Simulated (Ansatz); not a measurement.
# Dielectric function and optical constants of PH4Cl (model structure), part 2 of 3

Wanted: where PH4Cl (model structure) starts to absorb, how strongly, and its refractive index. The structure is a model built here, which may or may not match a known phase. It was built so: All Br replaced by Cl and N replaced by P in the P-43m structure of H4BrN.

Ansatz 0.2.0; DFT, PBE, plane-wave PAW, default files, scalar-relativistic, independent-particle optical response without local fields.

So far: The starting structure; Relaxation. The relaxed cell has a = 4.301 Å (conventional setting).

### 3. Ground state and bands

First the ground state: is it a metal or has it a gap?

This step: DFT, PBE, plane-wave PAW, default files, scalar-relativistic, ground state (Ansatz 0.2.0).

input.yaml

```yaml
crystal:
  lattice:
    - [4.3009083819, 0.0, 0.0]
    - [0.0, 4.3009083819, 0.0]
    - [0.0, 0.0, 4.3009083819]
  atoms:
    - { symbol: Cl, position: [0.5, 0.5, 0.5] }
    - { symbol: P, position: [0.0, 0.0, 0.0] }
    - { symbol: H, position: [0.8080874739, 0.1919125261, 0.8080874739] }
    - { symbol: H, position: [0.8080874739, 0.8080874739, 0.1919125261] }
    - { symbol: H, position: [0.1919125261, 0.8080874739, 0.8080874739] }
    - { symbol: H, position: [0.1919125261, 0.1919125261, 0.1919125261] }
kpoints:
  mp_grid: { grid: [5, 5, 5] }
  band_path:
    path:
      - [[0.0, 0.0, 0.0], [0.0, 0.5, 0.0], [0.5, 0.5, 0.0], [0.0, 0.0, 0.0], [0.5, 0.5, 0.5], [0.0, 0.5, 0.0]]
      - [[0.5, 0.5, 0.0], [0.5, 0.5, 0.5]]
    npoints: 11
scf:
  occupations: { method: fermi_dirac, width: 0.05 }
  n_extra_bands: 10
hamiltonian:
  xc: pbe
  pseudopotentials: { kind: paw }
output:
  forces: true
  stress: true
  populations: true
  write_bands: true
  write_density: true
  write_potential: true
  elf: true
  volumetric_format: npy
```

Command:

```console
$ ansatz run input.yaml --threads 2 --pin off --max-ram 5120MiB --backend cpu --events-out ev --progress --plain --runs-dir out
```

Numbers of over 12 decimals in the logs are rounded to 6 here.

The log of the run:

```text
[...]
Crystal: 6 atoms, lattice volume = 79.557 Å³
Basis set: ecut = 420 eV, 1551 PW (Γ), exchange–correlation on 60×60×60 points (8 copies of the dense FFT grid, shifted against one another)
Bands: 18, of which v1, the nominal top of the filled ones, is band 8 counted from 1 (7 counted from 0)
Symmetry: 24 space group operations
[...]
k-points: 10 of 125 (time reversal used)
[...]
SCF iter   1: F=—  HF=-1900.012676 eV  |F-HF|=—  |Δ(HF+E_count)|=         —  Δρ=5.94e-3  dr2=8.62e-2  ethr=1.77e-3  ⟨swp⟩=6.8  Hψ=1252  notcnv=0  defer=3
[...]
SCF iter   6: F=-1899.983298 eV  HF=-1899.983298 eV  |F-HF|=7.30e-8  |Δ(HF+E_count)|=   3.63e-6  Δρ=6.49e-6  dr2=2.61e-8  ethr=6.25e-10  ⟨swp⟩=14.1  Hψ=1494  notcnv=0
SCF 1 converged in 6 iterations: F = -1899.983298 eV  dr2 = 2.61e-8
[...]
NSCF: frozen V_eff on 68 k-points
SCF converged after 6 iterations
Free energy (F): -1899.983298 eV
[...]
Internal energy: -1899.983298 eV  (E = F + TS)
E sigma→0 (E₀):  -1899.983298 eV
Fermi energy:    2.583568 eV
[...]
--- Forces (eV/Å), atoms counted from 1 ---
  atom   1  Cl     0.00000000     0.00000000    -0.00000000
  atom   2  P     -0.00000000     0.00000000    -0.00000000
  atom   3  H     -0.00074674     0.00074674    -0.00074674
  atom   4  H     -0.00074674    -0.00074674     0.00074674
  atom   5  H      0.00074674    -0.00074674    -0.00074674
  atom   6  H      0.00074674     0.00074674     0.00074674
  max |Σ_I F_I| component: 4.85e-17 eV/Å
--- Stress (GPa, compression-positive) ---
       -0.014390       0.000000      -0.000000
       -0.000000      -0.014390      -0.000000
       -0.000000      -0.000000      -0.014390
  P = ⅓ Tr σ = -0.0144 GPa (-0.144 kbar)
--- Band table (eV; the first three rows and the last of 10) ---
  k-point 0: bands = [... 4 lower, -4.4036, 0.1814, 0.1814, 0.1814, 5.2118, 6.1861, 6.1861, 6.7753, ... 6 higher]
  k-point 1: bands = [... 4 lower, -4.3437, -0.2303, 0.0552, 0.0552, 5.8817, 6.4182, 6.4532, 6.7532, ... 6 higher]
  k-point 2: bands = [... 4 lower, -4.2402, -0.7878, -0.1556, -0.1556, 6.6763, 6.7564, 6.7564, 7.1190, ... 6 higher]
  k-point 9: bands = [... 4 lower, -4.7708, -0.7181, -0.7181, -0.5561, 5.5445, 6.1260, 6.1260, 8.2877, ... 6 higher]
--- Löwdin populations: 6 sites ---
  site symbol       q [e]
     0     Cl      7.6277
     1      P      4.4122
     2      H      0.9267
     3      H      0.9267
     4      H      0.9267
     5      H      0.9267
  spilling = 0.015829 (of n_electrons = 16.000000)
```

It took 1.1 s on 2 threads of AMD EPYC 9R45, shared host; peak memory 0.38 GiB; 2 s of CPU time.

This step gave:

* free energy: -1899.9833 eV
* Fermi energy: 2.584 eV
* gap by band count: 4.852 eV
* electrons: 16
* symmetry operations: 24
* pressure: -0.01439 GPa
* gap on the k-mesh: 4.852 eV
* volume: 79.56 Å³
* gap on the path: 4.608 eV
* least direct gap on the path: 4.815 eV

There is a gap, 4.61 eV on the path, so no carriers' term is needed. The cell is left with a pressure of 0.0 GPa after its relaxation.

The electronic bands at the labelled points (eV, zero at the Fermi level; v1 is the highest filled band, c1 the lowest empty one):

| point | v4 | v3 | v2 | v1 | c1 | c2 | c3 | c4 |
| --- | --- | --- | --- | --- | --- | --- | --- | --- |
| Γ | -6.99 | -2.40 | -2.40 | -2.40 | 2.63 | 3.60 | 3.60 | 4.19 |
| 0.55 of the way | -6.89 | -3.05 | -2.61 | -2.61 | 3.71 | 4.00 | 4.09 | 4.17 |
| X | -6.80 | -3.46 | -2.78 | -2.78 | 4.17 | 4.18 | 4.18 | 4.73 |
| 0.45 of the way | -6.66 | -3.20 | -2.72 | -2.69 | 3.10 | 3.54 | 3.57 | 4.29 |
| M | -6.54 | -2.87 | -2.61 | -2.61 | 2.21 | 2.94 | 2.94 | 3.72 |
| 0.45 of the way | -6.71 | -3.19 | -2.67 | -2.53 | 3.06 | 3.31 | 3.98 | 4.30 |
| Γ | -6.99 | -2.40 | -2.40 | -2.40 | 2.63 | 3.60 | 3.60 | 4.19 |
| 0.55 of the way | -7.07 | -2.92 | -2.89 | -2.89 | 2.87 | 3.50 | 3.50 | 4.89 |
| R | -7.37 | -3.43 | -3.43 | -3.43 | 3.59 | 3.59 | 3.59 | 5.82 |
| 0.45 of the way | -7.14 | -3.17 | -3.03 | -2.74 | 2.53 | 3.24 | 3.67 | 5.31 |
| X | -6.80 | -3.46 | -2.78 | -2.78 | 4.17 | 4.18 | 4.18 | 4.73 |
| jump to M | -6.54 | -2.87 | -2.61 | -2.61 | 2.21 | 2.94 | 2.94 | 3.72 |
| 0.55 of the way | -7.04 | -3.19 | -3.09 | -3.09 | 2.81 | 3.31 | 3.31 | 5.26 |
| R | -7.37 | -3.43 | -3.43 | -3.43 | 3.59 | 3.59 | 3.59 | 5.82 |

Electrostatic potential energy in the ac plane at fractional y = 0.192, with atoms of H within 0.2 Å of it. With pseudopotentials it is smooth inside the atoms' cores, unlike the true potential.

Ten even steps from '0' (-29 eV) to '9' (6 eV), each cell a mean:
```
45789999998765
66889999985136
88899999983017
89999999996358
99999999999889
99999999999999
99999999999999
99999999999999
99999999999999
98668999999999
86016999999988
75006999999887
55568999999865
35789999998864
```
Atoms in or near the plane, at fractional coordinates: H at (0.81, 0.81), H at (0.19, 0.19).

ELF in the ac plane at fractional y = 0.192, with atoms of H within 0.2 Å of it. It is the smooth field of the valence electrons, not physical close to the nuclei.

Values, 14 rows by 14 columns, each cell a mean:
```
0.70 0.60 0.58 0.48 0.26 0.06 0.01 0.01 0.12 0.61 0.91 0.97 0.96 0.90
0.77 0.52 0.34 0.21 0.08 0.02 0.02 0.03 0.15 0.70 0.97 0.99 0.99 0.96
0.77 0.43 0.18 0.07 0.03 0.03 0.06 0.06 0.11 0.56 0.95 1.00 0.99 0.97
0.61 0.26 0.07 0.03 0.04 0.12 0.20 0.17 0.12 0.27 0.73 0.95 0.97 0.91
0.27 0.08 0.02 0.04 0.12 0.30 0.42 0.38 0.23 0.14 0.27 0.56 0.70 0.61
0.04 0.02 0.02 0.08 0.25 0.47 0.58 0.58 0.45 0.23 0.12 0.11 0.15 0.12
0.01 0.01 0.03 0.10 0.27 0.50 0.62 0.65 0.58 0.38 0.17 0.06 0.03 0.01
0.03 0.06 0.07 0.08 0.16 0.37 0.55 0.62 0.58 0.42 0.20 0.06 0.02 0.01
0.24 0.43 0.43 0.26 0.14 0.20 0.37 0.50 0.47 0.30 0.12 0.03 0.02 0.06
0.68 0.90 0.94 0.80 0.41 0.14 0.16 0.27 0.25 0.12 0.04 0.03 0.08 0.26
0.87 0.98 1.00 0.98 0.80 0.26 0.08 0.10 0.08 0.04 0.03 0.07 0.21 0.48
0.90 0.98 1.00 1.00 0.94 0.43 0.07 0.03 0.02 0.02 0.07 0.18 0.34 0.58
0.83 0.95 0.98 0.98 0.90 0.43 0.06 0.01 0.02 0.08 0.26 0.43 0.52 0.60
0.70 0.83 0.90 0.87 0.68 0.24 0.03 0.01 0.04 0.27 0.61 0.77 0.77 0.70
```
Atoms in or near the plane, at fractional coordinates: H at (0.81, 0.81), H at (0.19, 0.19).

### 4. Spectrum

With the density converged, the vertical transitions are summed over the zone.

This step: DFT, PBE, plane-wave PAW, default files, scalar-relativistic, independent-particle optical response without local fields (Ansatz 0.2.0).

input.yaml, the sections that differ from step 3:

```yaml
kpoints:
  mp_grid: { grid: [5, 5, 5] }
scf:
  occupations: { method: fixed }
output:
  optics:
    e_range: [0, 20]
    de: 0.05
    sigma: 0.1
    nscf_kmesh: { grid: [6, 6, 6] }
    bands: auto
# crystal, hamiltonian: as in step 3
```

The log of the run:

```text
[...]
Crystal: 6 atoms, lattice volume = 79.557 Å³
Basis set: ecut = 420 eV, 1551 PW (Γ)
Bands: 14, of which v1, the nominal top of the filled ones, is band 8 counted from 1 (7 counted from 0)
Symmetry: 24 space group operations
[...]
k-points: 10 of 125 (time reversal used)
[...]
SCF iter   1: F=—  HF=-1900.012989 eV  |F-HF|=—  |Δ(HF+E_count)|=         —  Δρ=5.91e-3  dr2=8.56e-2  ethr=1.77e-3  ⟨swp⟩=5.0  Hψ=793  notcnv=0  defer=30
[...]
SCF iter   8: F=-1899.983306 eV  HF=-1899.983306 eV  |F-HF|=7.73e-12  |Δ(HF+E_count)|=  6.03e-10  Δρ=1.19e-7  dr2=6.61e-12  ethr=1.00e-12  ⟨swp⟩=9.3  Hψ=899  notcnv=0
SCF 1 converged in 8 iterations: F = -1899.983306 eV  dr2 = 6.61e-12
[...]
output.optics: what the bands over the 49 summed would add to eps1, eps2 and the energy-loss function is held between a lower and an upper bound (5 Lanczos steps). eps1, eps2 and their loss function (loss_summed_bands) are given on every row as the summed bands alone make them. Along an axis, on a row where the two bounds hold the loss function to about 1 % of the greater of itself and 0.5 % of |1/eps|, its cell (loss_completed) is given, with the completed eps1 and eps2 that it is formed of (a cell that is left empty reads nan in the table and null in the record). The two bounds hold it so along every axis on all 401 rows up to 20.000 eV. [rest of the remark cut]
SCF converged after 8 iterations
Free energy (F): -1899.983306 eV
[...]
Internal energy: -1899.983306 eV  (E = F + TS)
E sigma→0 (E₀):  -1899.983306 eV
Fermi energy:    0.181391 eV
[...]
--- Band table (eV; the first three rows and the last of 10) ---
  k-point 0: bands = [... 4 lower, -4.4036, 0.1814, 0.1814, 0.1814, 5.2118, 6.1862, 6.1862, 6.7753, ... 2 higher]
  k-point 1: bands = [... 4 lower, -4.3438, -0.2303, 0.0552, 0.0552, 5.8817, 6.4183, 6.4533, 6.7532, ... 2 higher]
  k-point 2: bands = [... 4 lower, -4.2402, -0.7879, -0.1556, -0.1556, 6.6763, 6.7564, 6.7564, 7.1192, ... 2 higher]
  k-point 9: bands = [... 4 lower, -4.7708, -0.7181, -0.7181, -0.5561, 5.5445, 6.1260, 6.1260, 8.2877, ... 2 higher]
```

The job ended after 6 s (2 threads; peak memory 0.57 GiB).

This step gave:

```
electronic dielectric constant ε∞, mean over x, y and z (by symmetry where fewer were run) : 3.619
absorption onset, first axis (α over 10⁴ cm⁻¹, or the direct gap if that lies higher)      : 4.815 eV
main peak of Im epsilon, first axis                                                        : 5.834 eV
least direct gap on the mesh                                                               : 4.815 eV
bands summed                                                                               : 49
spectra valid up to                                                                        : 33.02 eV
program's estimate of the k-sum error in Im epsilon                                        : 0.06 %
electrons in the f-sum                                                                     : 13.64
```

Table of Im ε, any direction by photon energy; read off at these points:

| photon energy (eV) | Im ε, any direction |
| --- | --- |
| 4.50 | 0 |
| 5.00 | 1.29 |
| 5.50 | 6.83 |
| 5.85 | 10.8 |
| 6.00 | 8.77 |
| 6.50 | 4.58 |
| 7.00 | 2.44 |
| 7.50 | 1.98 |
| 8.00 | 1.16 |
| 8.50 | 0.783 |
| 9.00 | 0.656 |
| 9.50 | 1.22 |
| 10.00 | 4.91 |
| 10.50 | 5.51 |
| 10.80 | 7.85 |
| 11.00 | 5.66 |
| 11.50 | 3.88 |
| 12.00 | 2.41 |
| 12.50 | 1.95 |
| 13.00 | 2.40 |
| 13.50 | 1.51 |
| 14.00 | 1.48 |
| 14.50 | 1.09 |
| 15.00 | 1.02 |
| 15.50 | 0.891 |
| 16.00 | 0.667 |
| 16.50 | 0.603 |
| 17.00 | 0.728 |
| 17.50 | 0.858 |
| 18.00 | 0.483 |
| 18.50 | 0.424 |
| 19.00 | 0.313 |
| 19.50 | 0.291 |
| 20.00 | 0.203 |

The Re ε, any direction by photon energy:

photon energy (eV), Re ε, any direction and a bar from the least value:
```
      0.0        3.6 ###############
      0.5        3.6 ###############
      1.0        3.7 ###############
      1.5        3.7 ###############
      2.0        3.8 ###############
      2.5        4.0 ################
      3.0        4.2 ################
      3.5        4.5 #################
      4.0        5.1 ###################
      4.5        6.1 ######################
      5.0        9.1 ##############################
      5.5        8.4 ############################
      6.0        0.7 ######
      6.5       -0.9 ##
      7.0       -0.2 ####
      7.5        0.3 ######
      8.0        0.9 #######
      8.5        1.7 #########
      9.0        2.6 ############
      9.5        4.5 #################
     10.0        4.4 #################
     10.5        3.6 ###############
     11.0       -1.1 ##
     11.5       -1.6 
     12.0       -1.2 #
     12.5       -0.5 ###
     13.0       -0.6 ###
     13.5       -0.8 ##
     14.0       -0.7 ###
     14.5       -0.6 ###
     15.0       -0.5 ###
     15.5       -0.4 ###
     16.0       -0.1 ####
     16.5       -0.1 ####
     17.0        0.0 #####
     17.5       -0.1 ####
     18.0       -0.2 ####
     18.5       -0.1 ####
     19.0        0.0 #####
     19.5        0.1 #####
     20.0        0.2 #####
```

Values under 1 per cm are given as 1. Absorption coefficient, any direction against photon energy:

| photon energy (eV) | absorption coefficient, any direction (1/cm) |
| --- | --- |
| 0.00 | 1 |
| 1.00 | 1 |
| 2.00 | 1 |
| 3.00 | 1 |
| 4.00 | 1 |
| 5.00 | 1.1e5 |
| 6.00 | 1.2e6 |
| 7.00 | 8.2e5 |
| 8.00 | 4.4e5 |
| 9.00 | 1.8e5 |
| 10.00 | 1.1e6 |
| 11.00 | 2.1e6 |
| 12.00 | 1.7e6 |
| 13.00 | 1.6e6 |
| 14.00 | 1.5e6 |
| 15.00 | 1.3e6 |
| 16.00 | 1.0e6 |
| 17.00 | 1.0e6 |
| 18.00 | 1.1e6 |
| 19.00 | 7.1e5 |
| 20.00 | 4.4e5 |

The loss function −Im 1/ε at q → 0, any direction has structure finer than the step of the table below, so its rows give means over 0.5 eV, whole bins alone (the curve runs from 0 to 20 eV). Peaks (eV: height): 7.80: 0.610, 16.55: 1.66, 19.75: 3.28.

Table of loss function −Im 1/ε at q → 0, any direction by energy loss; means over each step:

energy loss (eV), loss function −Im 1/ε at q → 0, any direction and a bar:
```
      4.5       0.00 
      5.0       0.02 
      5.5       0.06 #
      6.0       0.11 #
      6.5       0.20 ##
      7.0       0.38 ####
      7.5       0.51 #####
      8.0       0.53 #####
      8.5       0.24 ##
      9.0       0.09 #
      9.5       0.06 #
     10.0       0.11 #
     10.5       0.13 #
     11.0       0.16 ##
     11.5       0.22 ##
     12.0       0.33 ###
     12.5       0.47 ####
     13.0       0.40 ####
     13.5       0.51 #####
     14.0       0.57 #####
     14.5       0.71 #######
     15.0       0.86 ########
     15.5       0.96 #########
     16.0       1.33 #############
     16.5       1.50 ##############
     17.0       1.31 ############
     17.5       1.09 ##########
     18.0       1.69 ################
     18.5       2.41 #######################
     19.0       3.06 #############################
     19.5       3.14 ##############################
```

Table of refractive index n and extinction k by photon energy:

| photon energy (eV) | n | k |
| --- | --- | --- |
| 0 | 1.90 | 0 |
| 1 | 1.92 | 0 |
| 2 | 1.96 | 0 |
| 3 | 2.05 | 0 |
| 4 | 2.25 | 0 |
| 5 | 3.03 | 0.213 |
| 6 | 2.18 | 2.02 |
| 7 | 1.06 | 1.15 |
| 8 | 1.08 | 0.541 |
| 9 | 1.63 | 0.201 |
| 10 | 2.34 | 1.05 |
| 11 | 1.53 | 1.85 |
| 12 | 0.862 | 1.40 |
| 13 | 0.964 | 1.25 |
| 14 | 0.689 | 1.08 |
| 15 | 0.572 | 0.887 |
| 16 | 0.521 | 0.641 |
| 17 | 0.620 | 0.587 |
| 18 | 0.391 | 0.618 |
| 19 | 0.422 | 0.371 |
| 20 | 0.463 | 0.219 |

From ε follow the optical constants at some laser and lamp lines:

| wavelength (nm) | n | k | R (%) | 1/α |
| --- | --- | --- | --- | --- |
| 1064 | 1.92 | 0.000 | 9.9 | over 1 mm |
| 800 | 1.94 | 0.000 | 10.2 | over 1 mm |
| 532 | 1.98 | 0.000 | 10.9 | over 1 mm |
| 450 | 2.02 | 0.000 | 11.5 | over 1 mm |
| 405 | 2.06 | 0.000 | 12.0 | over 1 mm |
| 365 | 2.11 | 0.000 | 12.8 | over 1 mm |
| 193 | 1.47 | 1.789 | 36.8 | 8.6 nm |

Rows near the edge hang on the gap, which this functional as a rule makes too small, and phonon-assisted absorption is left out.

Through 1 µm of it, D65 light comes out colourless (x = 0.314, y = 0.331; 81 % transmitted).

The f-sum over the summed bands holds 13.6 of the cell's 16 electrons outside the frozen cores, 4 of which lie in bands more than 12 eV below the Fermi level, whose transitions come at higher energies. Up to 20 eV the strength has a mean oscillator energy of 9.1 eV, well above the main peak, so higher transitions carry much of it.

(Continued in part 3 of 3.)

[Logs are printed without paths, hosts, clocks, repeated set-up lines and the standing remarks that a program may print on its own settings, such as how far it seeks lower states.]

[Hosts, paths, dates, database ids (printed as entryN), source tags and the programs' standing remarks are cut or masked in the printed files.]
